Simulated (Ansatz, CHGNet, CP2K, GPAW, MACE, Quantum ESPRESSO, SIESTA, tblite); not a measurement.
## Running random rock-salt (Na, Li, K)Cl solid solution (64 atoms) with SIESTA

How near does SIESTA come to plane waves for random rock-salt (Na, Li, K)Cl solid solution (64 atoms)?

Calculated with SIESTA 5.4.2; the method is named at each step.

### Step 1. The structure

The cell holds 64 atoms: 10 Na, 32 Cl, 11 Li and 11 K. Cell: a = 11.382 Å, b = 11.382 Å, c = 11.382 Å, α = 90.0°, β = 90.0°, γ = 90.0°. Rock-salt lattice (a = 5.691 Å, the mean of the end members), 2 x 2 x 2 cells, metal sites filled at random with 10 Na, 11 Li, 11 K; then minimised and run for 3 ps at 250 K (NVT) with a classical potential, last frame taken. Then every atom was moved at random, 0.05 Å r.m.s. a Cartesian component.

The yardstick, on the same geometry:

* method: Kohn-Sham DFT, PBE, PAW, plane waves (Ansatz 0.2.0); cutoff 420 eV, Γ point, fermi-dirac smearing of 0.05 eV; PAW set soft_2
* r.m.s. force component: 0.2478 eV/Å
* longest force: 0.924 eV/Å
* pressure: 2.117 GPa
* gap (highest filled to lowest empty level): 3.941 eV
* SCF cycles: 7
* time: 13 s on 4 threads of Arm Neoverse V1, shared host
* CPU time: 51 s

### Step 2. PBE, DZP, shift 0.01 Ry, mesh 500 Ry

Method: Kohn-Sham DFT, PBE, PseudoDojo 0.4.1 norm-conserving pseudopotentials (converted to PSML), numerical atomic orbitals (DZP), diagonalisation.

The .psml files are PseudoDojo norm-conserving potentials that we converted to this format, checked against plane waves on the same files for H, C, O, Si, Ge and Ca alone.

Contents of input.fdf:

```
SystemLabel cell
NumberOfAtoms 64
NumberOfSpecies 4
%block ChemicalSpeciesLabel
  1 11 Na
  2 17 Cl
  3 3 Li
  4 19 K
%endblock ChemicalSpeciesLabel
LatticeConstant 1.0 Ang
%block LatticeVectors
  11.38200 0.00000 0.00000
  0.00000 11.38200 0.00000
  0.00000 0.00000 11.38200
%endblock LatticeVectors
PAO.BasisSize DZP
PAO.EnergyShift 0.01 Ry
PAO.Polarization.NonPerturbative T
XC.Functional GGA
XC.Authors PBE
MeshCutoff 500 Ry
%block kgrid_Monkhorst_Pack
  1 0 0 0.0
  0 1 0 0.0
  0 0 1 0.0
%endblock kgrid_Monkhorst_Pack
SolutionMethod diagon
OccupationFunction FD
ElectronicTemperature 580 K
SCF.Mixer.Method Pulay
SCF.Mixer.Weight 0.15
SCF.Mixer.History 8
SCF.Mix Hamiltonian
MaxSCFIterations 300
SCF.DM.Tolerance 1e-04
SCF.H.Tolerance 1.0e-3 eV
WriteForces T
Write.HirshfeldPop T
Write.VoronoiPop T
Write.DM F
Write.H F
XML.Write F
AtomicCoordinatesFormat Fractional
%block AtomicCoordinatesAndAtomicSpecies
  0.98393 0.01520 0.99957 1
  0.22720 0.01427 0.01382 2
  0.04305 0.26518 0.24184 3
  0.26074 0.26527 0.25223 2
  0.24095 0.98628 0.26227 4
  0.96770 0.02448 0.24074 2
  0.26470 0.26219 0.99962 1
  0.01182 0.25834 0.01242 2
  0.98435 0.02636 0.50046 1
  0.25470 0.01911 0.50827 2
  0.99760 0.26954 0.74993 4
  0.26630 0.28314 0.75468 2
  0.25588 0.00236 0.76094 4
  0.97599 0.01681 0.74650 2
  0.26931 0.24269 0.47893 3
  0.03806 0.25837 0.48820 2
  0.01709 0.49504 0.01112 3
  0.24055 0.50151 0.01818 2
  0.98819 0.75508 0.26481 4
  0.24716 0.72116 0.24806 2
  0.27029 0.48872 0.24992 3
  0.00059 0.47398 0.23669 2
  0.24182 0.74595 0.00776 1
  0.00686 0.73882 0.00925 2
  0.97720 0.51854 0.51315 4
  0.25443 0.48020 0.47952 2
  0.91437 0.75827 0.77731 4
  0.28531 0.73574 0.77789 2
  0.26683 0.50871 0.79368 3
  0.03449 0.52621 0.78022 2
  0.24850 0.74849 0.51369 4
  0.99858 0.78796 0.52433 2
  0.50245 0.00202 0.00642 4
  0.76505 0.94057 0.92068 2
  0.49692 0.26278 0.25620 3
  0.71632 0.23354 0.19694 2
  0.73682 0.01282 0.28396 1
  0.49934 0.02803 0.27014 2
  0.75428 0.26169 0.98095 1
  0.48558 0.26559 0.98536 2
  0.50691 0.01611 0.50503 1
  0.74902 0.01353 0.52454 2
  0.49677 0.27345 0.75846 3
  0.72898 0.25716 0.74748 2
  0.74351 0.04160 0.74415 3
  0.51599 0.02316 0.74520 2
  0.69679 0.22326 0.53676 3
  0.46929 0.25638 0.50944 2
  0.48977 0.49962 0.00924 1
  0.75724 0.50879 0.99070 2
  0.50306 0.74665 0.25817 4
  0.74313 0.70630 0.29071 2
  0.74607 0.46123 0.21313 1
  0.49450 0.47786 0.24029 2
  0.74911 0.73128 0.05547 1
  0.49150 0.74221 0.00368 2
[... 4 atom lines left out ...]
  0.70938 0.45894 0.79162 3
  0.49547 0.50225 0.77377 2
  0.73854 0.79828 0.48796 3
  0.51012 0.79023 0.51236 2
%endblock AtomicCoordinatesAndAtomicSpecies
```

The run is started by

```sh
OMP_NUM_THREADS=1 mpirun -np 2 siesta < input.fdf > output.txt
```

Log:

```text
Version         : 5.4.2
reinit: System Name:
reinit: System Label: cell
initatom: Reading input for the pseudopotentials and atomic orbitals ----------
Species number:   1 Atomic number:   11 Label: Na
Species number:   2 Atomic number:   17 Label: Cl
Species number:   3 Atomic number:    3 Label: Li
Species number:   4 Atomic number:   19 Label: K
Ground state valence configuration (from tables):   3s01  3p00  3d00  4f00
Ground state valence configuration (from tables):   3s02  3p05  3d00  4f00
Ground state valence configuration (from tables):   2s01  2p00  3d00  4f00
Ground state valence configuration (from tables):   4s01  4p00  3d00  4f00
---- Processing specs for species: Na
GGA--PBE XC_GGA_X_PBE--XC_GGA_C_PBE pb
Semicore shell(s) with  8 electrons included in the valence for Na
---- Processing specs for species: Cl
GGA--PBE XC_GGA_X_PBE--XC_GGA_C_PBE pb
---- Processing specs for species: Li
GGA--PBE XC_GGA_X_PBE--XC_GGA_C_PBE pb
Semicore shell(s) with  2 electrons included in the valence for Li
---- Processing specs for species: K
GGA--PBE XC_GGA_X_PBE--XC_GGA_C_PBE pb
Semicore shell(s) with  8 electrons included in the valence for K
Semicore shell(s): 2s 2p
Fallback to non-perturbative polarization scheme for Na
Please see the manual if this is not desired in principle
Semicore shell(s): 1s
Semicore shell(s): 3s 3p
Fallback to non-perturbative polarization scheme for K
Please see the manual if this is not desired in principle
Na pseudopotential only contains V_ls up to l=1 -- lmxkb reset.
Cl pseudopotential only contains V_ls up to l=2 -- lmxkb reset.
Li pseudopotential only contains V_ls up to l=1 -- lmxkb reset.
Using PAO.SplitTailNorm
%block ChemicalSpeciesLabel
    1   11 Na                      # Species index, atomic number, species label
    2   17 Cl                      # Species index, atomic number, species label
    3    3 Li                      # Species index, atomic number, species label
[... lines left out ...]
Total number of electrons:   446.000000
[... lines left out ...]
outcell: Cell vector modules (Ang)   :   11.382000   11.382000   11.382000
outcell: Cell angles (23,13,12) (deg):     90.0000     90.0000     90.0000
outcell: Cell volume (Ang**3)        :   1474.5372
Gamma-point calculation with interaction between periodic images
Gamma-point calculation with interaction between periodic images
Some features might not work optimally:
Some features might not work optimally:
e.g. DM initialization from atomic data
e.g. DM initialization from atomic data
new_DM -- step:     1
Initializing Density Matrix...
Attempting to read DM from file... Failed...
DM filled with atomic data:
InitMesh: MESH = 160 x 160 x 160 = 4096000
InitMesh: Mesh cutoff (required, used) =   500.000   546.141 Ry
stepf: Fermi-Dirac step function
        iscf     Eharris(eV)        E_KS(eV)     FreeEng(eV)     dDmax    Ef(eV) dHmax(eV)
   scf:    1   -37994.962734   -37952.711613   -37952.711613  0.668116 -6.118311  5.982848
   scf:    2   -37956.175305   -37954.536363   -37954.536363  0.039985 -4.351587  4.412018
   scf:    3   -37957.102228   -37956.196162   -37956.196162  0.091087 -4.636040  1.175120
[...]
scf:   10   -37956.366070   -37956.366069   -37956.366069  0.000232 -4.084432  0.000537
   scf:   11   -37956.366069   -37956.366069   -37956.366069  0.000047 -4.084620  0.000380
SCF Convergence by DM+H criterion
max |DM_out - DM_in|         :     0.0000469259
max |H_out - H_in|      (eV) :     0.0003803395
SCF cycle converged after 11 iterations
Using DM_out to compute the final energy and forces
siesta: E_KS(eV) =           -37956.3661
siesta: E_KS - E_eggbox =    -37956.3661
siesta: Atomic forces (eV/Ang):
     1    0.167115   -0.090138   -0.064946
     2    0.063703   -0.166148   -0.168053
     3   -0.182771    0.111843    0.221220
[...]
63   -0.045888   -0.543872    0.294544
    64    0.472301   -0.200279   -0.274596
----------------------------------------
   Tot    0.004903    0.028276    0.015709
----------------------------------------
   Max    0.936582
   Res    0.272335    sqrt( Sum f_i^2 / 3N )
----------------------------------------
   Max    0.936582    constrained
Stress tensor Voigt[x,y,z,yz,xz,xy] (kbar):      -16.68      -14.77      -29.37       -0.83       -0.21       -1.52
(Free)E + p*V (eV/cell)   -37937.7070
Target enthalpy (eV/cell)   -37956.3661
siesta: Program's energy decomposition (eV):
siesta: Ebs     =     -8933.370719
siesta: Eions   =     59062.571277
siesta: Ena     =     14132.514803
siesta: Ekin    =     17135.125672
siesta: Enl     =     -2182.111970
siesta: DEna    =       259.186144
siesta: DUscf   =         6.635111
siesta: Ex      =     -7689.292209
siesta: Ec      =      -555.852343
siesta: Exc     =     -8245.144552
siesta: Eharris =    -37956.366069
siesta: Etot    =    -37956.366069
siesta: FreeEng =    -37956.366069
siesta: Final energy (eV):
siesta:  Band Struct. =   -8933.370719
siesta:       Kinetic =   17135.125672
siesta:       Hartree =   10222.472008
siesta:         Exch. =   -7689.292209
siesta:         Corr. =    -555.852343
siesta:   Exch.-corr. =   -8245.144552
siesta:  Ion-electron =  -38174.687971
siesta:       Ion-ion =  -18894.131226
siesta:         Total =  -37956.366069
siesta:         Fermi =      -4.084620
siesta: Stress tensor (static) (eV/Ang**3):
siesta:    -0.010410   -0.000947   -0.000129
siesta:    -0.000947   -0.009221   -0.000519
siesta:    -0.000129   -0.000519   -0.018332
siesta: Cell volume =       1474.537235 Ang**3
siesta: Pressure (static):
siesta:                Solid            Molecule  Units
siesta:           0.00013782          0.00015388  Ry/Bohr**3
siesta:           0.01265420          0.01412895  eV/Ang**3
siesta:          20.27425638         22.63707063  kBar
    Orbital volume contribution        =          60.032818 eV
    (Free)E + p_basis*V_orbitals       =      -37896.333251 eV
    (Free)Eharris+ p_basis*V_orbitals  =      -37896.333251 eV
Hirshfeld Atomic Populations:
Atom #   charge [q] valence [e]  Species
     1     0.173980    8.826020  Na
     2    -0.180561    7.180561  Cl
     3     0.035093    2.964907  Li
     4    -0.070958    7.070958  Cl
     5     0.205940    8.794060  K
     6    -0.148220    7.148220  Cl
     7     0.159802    8.840198  Na
[...]
9     0.171622    8.828378  Na
[...]
11     0.200782    8.799218  K
[...]
13     0.197814    8.802186  K
[...]
15     0.000929    2.999071  Li
[...]
17     0.013003    2.986997  Li
[...]
--------------------
 Total     0.000010
Voronoi Atomic Populations:
Atom #   charge [q] valence [e]  Species
[...]
53     0.198739    8.801261  Na
[...]
55     0.291982    8.708018  Na
[...]
57     0.226459    8.773541  K
[...]
59     0.219222    8.780778  K
[...]
61     0.057612    2.942388  Li
    62    -0.103300    7.103300  Cl
    63     0.063336    2.936664  Li
    64    -0.173253    7.173253  Cl
--------------------
 Total     0.000010
```

It took 2.7 min on 2 MPI ranks of Arm Neoverse V1, shared host; peak memory 2.4 GiB; 5.4 min of CPU time.

Banners, paths, timers and routine set-up lines are dropped from the logs unmarked, and long logs keep their key lines alone; longer cuts are marked.

Numbers from this run, and their distance from the reference:

```yaml
r_m_s_force_component: 0.2723 eV/Å
r_m_s_difference_of_force_components: 37.76 meV/Å
longest_difference_of_force_vectors: 140.6 meV/Å
force_difference_over_r_m_s_force: 15.24 %
slope_of_forces_against_the_reference_s: 1.092
correlation_of_force_components: 0.9939
spacing_of_highest_filled_and_lowest_empty_level: 3.821 eV
gap_difference: -0.12 eV
pressure: 2.027 GPa
pressure_difference: -0.0893 GPa
```

Length of the force difference by element (eV/Å):

```
element  atoms   mean   most
     Cl     32  0.059   0.14
      K     11  0.046  0.088
     Li     11  0.065   0.13
     Na     10  0.059  0.088
```

Levels nearest the highest filled one (eV from it): -0.82, -0.75, -0.67, -0.64, -0.58, -0.51, -0.48, -0.40, -0.32, -0.21, -0.14, 0.00, 3.82, 4.94, 5.26, 5.37, 5.61, 5.75, 6.01, 6.05, 6.14, 6.24, 6.33, 6.50.

A closer look about Li61, which has 4 bonded neighbours where the commonest count for Li is 5: 9 atoms, nearest first, numbered in the order of the input, with positions taken from that point.

```csv
atom,x,y,z,distance (Å),bonds,Hirshfeld charge (e),Fx,Fy,Fz (eV/Å)
Li61,0.00,0.00,0.00,0.00,4,0.06,-0.14,0.65,-0.40
Cl44,0.22,-2.30,-0.50,2.36,6,-0.02,-0.20,0.01,0.00
Cl50,0.54,0.57,2.27,2.40,6,-0.07,-0.03,-0.13,-0.49
Cl62,-2.43,0.49,-0.20,2.49,6,-0.10,0.23,-0.60,0.03
Cl60,0.40,1.83,-1.73,2.55,6,-0.16,0.00,0.23,0.10
Na39,0.51,-2.25,2.15,3.15,5,0.22,0.06,-0.07,0.16
Li43,-2.42,-2.11,-0.38,3.23,6,0.03,-0.59,-0.05,0.06
Na49,-2.50,0.46,2.48,3.55,6,0.16,-0.19,0.03,-0.09
Cl30,3.70,0.77,-0.13,3.78,5,-0.18,0.06,-0.28,0.26
```

Forces lie 15 % from the reference's, at 6.3 times its CPU time (on 2 against 4 cores).

### Step 3. Summary of results

- force difference from the reference: SIESTA PBE, DZP, shift 0.01 Ry, mesh 500 Ry, 15 %
- its CPU time: 5.4 min

What this shows: The PBE run in local orbitals differs by 15 % (SIESTA PBE, DZP, shift 0.01 Ry, mesh 500 Ry); basis, grid and potentials can all enter. At the same functional, the gap of SIESTA PBE, DZP, shift 0.01 Ry, mesh 500 Ry lies 0.12 eV below the reference's 3.94 eV. These are spacings on the run's k-points, which needn't hold the band edges. The host structure and its lattice constant were typed by rule, without a check against the phase diagram. The reference's pressure of 2.1 GPa belongs to a cell and atoms that aren't relaxed at this level. The electronic-structure runs sample only Γ, in a cell whose shortest periodic width is 11 Å.

[Also dropped from logs without a mark: logging warnings of Python, and SIESTA's first energy breakdown and zero terms.]

[Logs are printed without paths, hosts, clocks, repeated set-up lines and the standing remarks that a program may print on its own settings, such as how far it seeks lower states.]

[Hosts, paths, dates, database ids (printed as entryN), source tags and the programs' standing remarks are cut or masked in the printed files.]
